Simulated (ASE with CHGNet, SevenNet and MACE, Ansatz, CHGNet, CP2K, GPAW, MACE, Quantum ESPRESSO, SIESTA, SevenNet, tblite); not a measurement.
# Machine-learned potentials runs on random packing of 40Si3N4-60SiO2 (mol %) (92 atoms)

Wanted: machine-learned potentials inputs and outputs for random packing of 40Si3N4-60SiO2 (mol %) (92 atoms), checked against a plane-wave reference.

Main program and level: ASE with CHGNet, SevenNet and MACE; the method is named at each step.

**1. Starting point**

The cell holds 92 atoms: 36 Si, 32 N and 24 O. Its edges and angles: a = 10.618 Å, b = 10.618 Å, c = 10.618 Å, α = 90.0°, β = 90.0°, γ = 90.0°. 92 atoms (36 Si, 32 N, 24 O) packed at random in a cube at 2.56 g/cm³ and pushed apart as soft spheres, cations and anions kept from their own kind; a start for melting by ab initio MD, not an equilibrated structure. Then every atom was moved at random, 0.05 Å r.m.s. a Cartesian component.

The yardstick, on the same geometry:

* method: Kohn-Sham DFT, PBE, PAW, plane waves (Ansatz 0.2.0); cutoff 420 eV, Γ point, fermi-dirac smearing of 0.05 eV; PAW set soft_2
* r.m.s. force component: 1.615 eV/Å
* longest force: 5.308 eV/Å
* pressure: -13.61 GPa
* SCF cycles: 12
* time: 16 s on 4 threads of Arm Neoverse V1, shared host
* CPU time: 61 s

**2. CHGNet r2SCAN potential**

Method: machine-learned interatomic potential CHGNet r2SCAN, trained on r2SCAN plane-wave data.

Input file run.py:

```python
import numpy as np
from ase.io import read
import mlip  # loads the published weights by name

atoms = read("structure.xyz")
atoms.calc = mlip.calc("chgnet-r2scan")
energy = atoms.get_potential_energy()
forces = atoms.get_forces()
print(f"energy {energy:.6f} eV")
print("forces (eV/A)")
for i, (a, f) in enumerate(zip(atoms, forces)):
    print(f"{i:4d} {a.symbol:2s} {f[0]:10.5f} {f[1]:10.5f} {f[2]:10.5f}")
stress = -atoms.get_stress(voigt=False) * 160.21766
print("stress (GPa, compression positive)")
for row in stress:
    print(" ".join(f"{x:10.4f}" for x in row))
```

Input file structure.xyz:

```xyz
92
Lattice="10.61780 0.00000 0.00000 0.00000 10.61780 0.00000 0.00000 0.00000 10.61780" Properties=species:S:1:pos:R:3 pbc="T T T"
Si 2.24014 2.99295 0.40454
Si 0.18464 6.63676 0.42429
Si 0.52728 10.55048 7.96781
Si 4.89672 8.68791 4.72577
Si 3.80860 6.38969 9.52045
Si 5.67288 5.00279 6.95901
Si 0.28233 2.69257 8.20883
Si 7.64333 3.07300 7.33159
Si 3.77601 1.32712 6.55033
Si 1.92745 7.68623 2.16327
Si 9.16189 7.72519 1.96578
Si 6.93342 9.49199 1.35674
Si 9.56802 2.90684 10.50791
Si 5.95966 10.25308 8.70670
Si 7.31811 4.47700 0.10278
Si 9.34207 5.27237 9.28187
Si 4.74361 0.48959 0.22340
Si 7.01061 7.00775 8.19354
Si 7.99616 4.30488 2.68163
Si 3.07948 4.47084 2.38539
Si 3.96193 6.73190 6.94075
Si 4.98856 3.83207 9.71274
Si 9.76625 10.18927 10.18576
Si 3.72303 3.88250 4.87506
Si 7.31811 9.17527 5.49046
Si 1.54797 1.55837 5.22587
Si 8.02154 5.09782 5.59685
Si 4.69795 10.35299 2.74555
Si 9.78345 8.07017 8.53161
Si 2.44464 8.74450 5.80114
Si 0.15067 5.84244 7.23423
Si 7.89996 1.19482 5.62287
Si 5.49991 5.22587 3.04816
Si 0.29199 8.21223 4.40957
Si 7.87639 1.24483 9.31967
Si 2.80841 2.95621 8.38275
N 6.35274 1.70140 2.10254
N 3.99091 2.21434 9.39951
N 8.20544 6.38884 1.06964
N 1.63249 5.23245 8.01092
N 5.01606 7.08823 5.68870
N 8.37819 7.40061 9.57057
N 9.46152 9.33963 7.45858
N 0.19526 3.91818 2.79206
N 4.45342 3.18916 1.36279
N 8.87775 1.84251 3.52235
N 2.35630 1.68027 2.03267
N 4.85117 2.52300 4.37931
N 8.80534 10.00229 2.37531
N 1.96482 4.03115 5.89192
N 2.18206 10.23248 6.62880
N 2.45898 6.07105 0.58355
N 4.29893 3.17345 6.75335
N 1.49329 9.42786 9.23706
N 10.45779 1.21648 5.96402
N 1.57876 1.27191 9.26403
[... 32 atom lines left out ...]
O 6.63559 3.43571 5.78734
O 5.26229 1.06571 7.71150
O 0.72647 6.78074 3.15986
O 5.37282 7.72169 0.34359
```

On the command line:

```sh
$ OMP_NUM_THREADS=1 python run.py > output.txt
```

Output:

```text
CHGNet vr2scan initialized with 412,525 parameters
CHGNet will run on cpu
energy -698.443848 eV
forces (eV/A)
   0 Si    0.66098   -2.93994    2.86189
   1 Si    2.04831    0.99273   -0.13148
   2 Si    0.24755   -1.75208   -1.00480
   3 Si   -0.84876   -0.15806    1.60691
   4 Si   -0.68456    0.23929    3.28951
   5 Si    1.46943   -1.26172    0.81172
   6 Si   -0.26591   -0.95085    0.31477
   7 Si   -1.37171   -2.36996   -2.96270
   8 Si    4.29783    1.48169    1.74338
   9 Si   -1.32439   -2.16596   -2.36793
  10 Si   -2.37625   -1.14077   -1.21575
  11 Si    1.61716    0.64129    1.71882
  12 Si    3.09424   -0.75139    2.59021
  13 Si   -1.42678   -1.49268   -2.16129
  14 Si    0.53369    1.08899    0.70153
  15 Si   -0.53818    2.73302    0.88476
  16 Si    1.42755    1.43209   -2.45388
  17 Si    0.89728    2.70206    1.44333
  18 Si    0.10920    3.45094    1.04183
  19 Si    0.90857    1.59061   -0.56901
  20 Si   -3.73722    0.02371   -2.36326
  21 Si   -1.33580   -1.56154    4.31437
  22 Si    2.77232    1.15400    2.99717
  23 Si   -1.26764    0.07292    2.06784
[...]
84 O     0.22663   -2.50929   -2.99114
  85 O     4.86115    2.06849    0.13689
  86 O     1.60164    0.90943    1.69618
  87 O    -4.74171   -0.40888    2.05827
  88 O     3.76816    3.55875    2.00062
  89 O    -1.39913   -1.53307   -0.84961
  90 O     0.49970    4.41771    0.22578
  91 O    -0.31087   -0.77058   -0.29075
stress (GPa, compression positive)
  -18.6909     0.3741    -1.4082
    0.3741   -20.0864     0.2326
   -1.4082     0.2326   -18.1898
```

The job ended after 4.7 s (1 thread of Arm Neoverse V1, shared host; peak memory 1.4 GiB).

Banners, paths, timers and routine set-up lines are dropped from the logs unmarked, and long logs keep their key lines alone; longer cuts are marked.

Against the reference:

- r.m.s. force component: 1.911 eV/Å
- r.m.s. difference of force components: 804 meV/Å
- longest difference of force vectors: 2877 meV/Å
- force difference over r.m.s. force: 49.78 %
- slope of forces against the reference's: 1.076
- correlation of force components: 0.9095
- pressure: -18.99 GPa
- pressure difference: -5.382 GPa

Length of the force difference by element (eV/Å):

```csv
element,atoms,mean,most
N,32,1.0,2.5
O,24,1.1,2.4
Si,36,1.5,2.9
```

Local excerpt of 9 atoms (numbers count through the whole input) about N62, picked at random; x, y, z are measured from there.

| atom | x | y | z | distance (Å) | Fx | Fy | Fz (eV/Å) |
| --- | --- | --- | --- | --- | --- | --- | --- |
| N62 | 0.00 | 0.00 | 0.00 | 0.00 | 1.99 | 0.18 | -2.15 |
| Si34 | 0.95 | 0.90 | -1.35 | 1.88 | -1.99 | -0.37 | 3.21 |
| Si31 | 0.81 | -1.47 | 1.47 | 2.23 | 1.98 | 3.27 | -1.49 |
| N64 | -0.85 | -1.26 | 1.91 | 2.44 | 2.79 | -2.68 | 2.58 |
| O88 | 1.52 | 0.15 | 2.05 | 2.56 | -4.74 | -0.41 | 2.06 |
| O76 | -0.24 | 2.43 | -0.83 | 2.58 | 1.04 | -2.42 | -1.54 |
| N43 | -0.50 | 2.03 | 1.70 | 2.69 | 3.46 | 1.01 | 2.19 |
| N57 | -0.04 | -2.68 | -0.70 | 2.77 | -2.61 | 0.80 | 2.22 |
| O77 | -1.75 | -1.23 | -1.83 | 2.81 | -1.59 | -5.05 | 0.97 |

Atoms are counted from 1 here, from 0 in the log.

Forces lie 50 % from the reference's, at 0.077 times its CPU time (on 1 against 4 cores).

**3. SevenNet l3i5 potential**

Method: machine-learned interatomic potential SevenNet l3i5, trained on PBE(+U) plane-wave data.

Edit run.py of step 2 so:

```diff
@@ -5,3 +5,3 @@
 atoms = read("structure.xyz")
-atoms.calc = mlip.calc("chgnet-r2scan")
+atoms.calc = mlip.calc("7net-l3i5")
 energy = atoms.get_potential_energy()
```

structure.xyz is that of step 2.

Output:

```text
energy -510.545715 eV
forces (eV/A)
   0 Si    0.09858   -2.00338    1.62510
   1 Si    1.97485   -0.18929   -0.88386
   2 Si    1.60004   -1.63713   -1.26269
   3 Si   -1.96221   -0.46073    0.19411
   4 Si   -0.25418    1.05293    3.62931
   5 Si    0.86580   -2.05835    0.17905
   6 Si   -0.57086   -0.66531   -0.20732
   7 Si   -1.52912   -1.74514   -1.08670
   8 Si    2.68425    0.10250    0.86706
   9 Si   -0.06660   -0.73249   -2.26305
  10 Si   -2.44494    0.67919   -0.06859
  11 Si    1.23784    0.28052    1.69411
  12 Si    1.22327   -0.18658    2.11043
  13 Si   -1.92940   -1.75599   -2.77662
  14 Si    1.15353    0.32931   -0.03467
  15 Si   -1.47025    1.64546    2.20861
  16 Si   -0.01328    0.35542   -0.91881
  17 Si    1.50508    3.13875    2.12591
  18 Si    0.74061    2.17415    0.41562
  19 Si    0.04222    0.72446   -0.97232
  20 Si   -4.17847    1.55548   -2.04463
  21 Si    0.08286   -1.57182    3.30448
  22 Si    1.75832    0.14481    2.83948
  23 Si   -1.64626    0.07114    1.94388
[...]
84 O     0.72041   -1.18365   -3.33891
  85 O     4.10439    1.59833    0.15136
  86 O     1.88519    0.21351    1.68936
  87 O    -4.91772   -0.67410    2.48113
  88 O     2.00926    3.23444   -0.16413
  89 O    -1.26496   -1.81154   -0.83113
  90 O     0.09952    2.71886   -0.31423
  91 O    -0.34632   -0.20750   -0.38242
stress (GPa, compression positive)
  -15.1121     0.2994    -0.7079
    0.2994   -14.1426     0.7377
   -0.7079     0.7377   -14.3649
```

The job ended after 14 s (1 thread; peak memory 1.6 GiB).

Numbers from this run, and their distance from the reference:

```
r.m.s. force component                  : 1.642 eV/Å
r.m.s. difference of force components   : 548.1 meV/Å
longest difference of force vectors     : 1784 meV/Å
force difference over r.m.s. force      : 33.93 %
slope of forces against the reference's : 0.9595
correlation of force components         : 0.9435
pressure                                : -14.54 GPa
pressure difference                     : -0.9326 GPa
```

Against the first run (50 %), the force difference from the reference is 34 %, at 2.9 times the CPU time.

**4. MACE MPA-0 medium potential**

Method: machine-learned interatomic potential MACE MPA-0 medium, trained on PBE(+U) plane-wave data.

Edit run.py of step 3 so:

```diff
@@ -5,3 +5,3 @@
 atoms = read("structure.xyz")
-atoms.calc = mlip.calc("7net-l3i5")
+atoms.calc = mlip.calc("mace-mpa-0-medium")
 energy = atoms.get_potential_energy()
```

structure.xyz is that of step 3.

Output:

```text
energy -512.425434 eV
forces (eV/A)
   0 Si   -0.19021   -2.05537    2.46774
   1 Si    1.53347   -0.41351   -0.96474
   2 Si    2.28580   -2.38256   -1.64458
   3 Si   -1.86908   -1.39852    0.12763
   4 Si   -1.12646    1.51124    3.46040
   5 Si    1.61314   -2.00151    0.05385
   6 Si    0.41309   -0.98532    0.99408
   7 Si   -1.02724   -2.19631   -1.31734
   8 Si    3.41012    0.33927    0.91532
   9 Si    0.16888   -0.53944   -1.87702
  10 Si   -2.60215    0.31102   -0.23713
  11 Si    1.00271    0.62583    2.82380
  12 Si    2.44446    1.00425    2.65074
  13 Si   -2.01731   -1.78920   -3.31759
  14 Si    0.48411    1.40493    0.56553
  15 Si   -0.35120    1.62431    2.42283
  16 Si   -1.18066    0.46280   -0.71906
  17 Si    1.82203    3.58210    1.62650
  18 Si    1.01347    1.69410    0.92538
  19 Si    0.11597   -0.20639   -1.28051
  20 Si   -4.06483    2.17158   -2.17184
  21 Si   -0.06545   -1.06392    4.05934
  22 Si    2.54622   -0.74808    2.58555
  23 Si   -1.89537    0.25925    1.59140
[...]
84 O     0.41437   -1.18271   -1.84854
  85 O     3.05107    1.71699    0.46228
  86 O     0.80958    0.13857    0.63298
  87 O    -4.07975   -0.47844    1.74294
  88 O     2.16247    3.42484    0.60234
  89 O    -1.12371   -1.60225   -0.59613
  90 O     0.08547    2.54762   -0.28022
  91 O     0.46096    0.50341   -0.27124
stress (GPa, compression positive)
  -13.5207    -0.3954    -0.6698
   -0.3954   -14.2242     1.1087
   -0.6698     1.1087   -12.6574
```

The job ended after 9 s (1 thread; peak memory 1.1 GiB).

Numbers from this run, and their distance from the reference:

- r.m.s. force component: 1.621 eV/Å
- r.m.s. difference of force components: 467.8 meV/Å
- longest difference of force vectors: 1759 meV/Å
- force difference over r.m.s. force: 28.96 %
- slope of forces against the reference's: 0.9616
- correlation of force components: 0.9582
- pressure: -13.47 GPa
- pressure difference: 0.1399 GPa

Against the first run (50 %), the force difference from the reference is 29 %, at 1.9 times the CPU time.

**5. Side by side**

Differences are against the plane-wave reference, forces as r.m.s. over components; share is that over the reference's r.m.s. force, slope the least-squares factor from reference forces to these. Total energies of different programs have different zeros and aren't compared.

```csv
run,"Δ force, r.m.s. (meV/Å)",share (%),slope,Δ pressure (GPa),cores,CPU time,memory (GiB)
reference,-,-,-,-,4,61 s,1.4
CHGNet r2SCAN potential,804,49.8,1.076,-5.38,1,4.7 s,1.4
SevenNet l3i5 potential,548,33.9,0.960,-0.933,1,14 s,1.6
MACE MPA-0 medium potential,468,29.0,0.962,0.140,1,9 s,1.1
```

Times of the machine-learned potentials are mostly Python's start and the loading of weights.

CPU time is summed over cores on a shared host, where runs went side by side, so it is rough. Symmetry, cutoffs, thresholds, outputs and thread counts weren't matched or tuned between programs; memory under MPI is the largest rank's times the ranks.

**6. Outcome**

| Item | Value |
| --- | --- |
| nearest in forces | MACE MPA-0 medium potential, 29 % |
| its CPU time | 9 s |

In words: Machine-learned potentials differ by 29 % (MACE MPA-0 medium potential) to 50 % (CHGNet r2SCAN potential); they were trained on other programs' data, some at another functional. Machine-learned potentials mimic data converged in k, so the reference's own k-point error enters their differences. The reference's pressure of -14 GPa belongs to a cell and atoms that aren't relaxed at this level. The electronic-structure runs sample only Γ, in a cell whose shortest periodic width is 11 Å, which is coarse for a cell with partly filled levels.

[Also dropped from logs without a mark: logging warnings of Python, and SIESTA's first energy breakdown and zero terms.]

[Logs are printed without paths, hosts, clocks, repeated set-up lines and the standing remarks that a program may print on its own settings, such as how far it seeks lower states.]

[Hosts, paths, dates, database ids (printed as entryN), source tags and the programs' standing remarks are cut or masked in the printed files.]
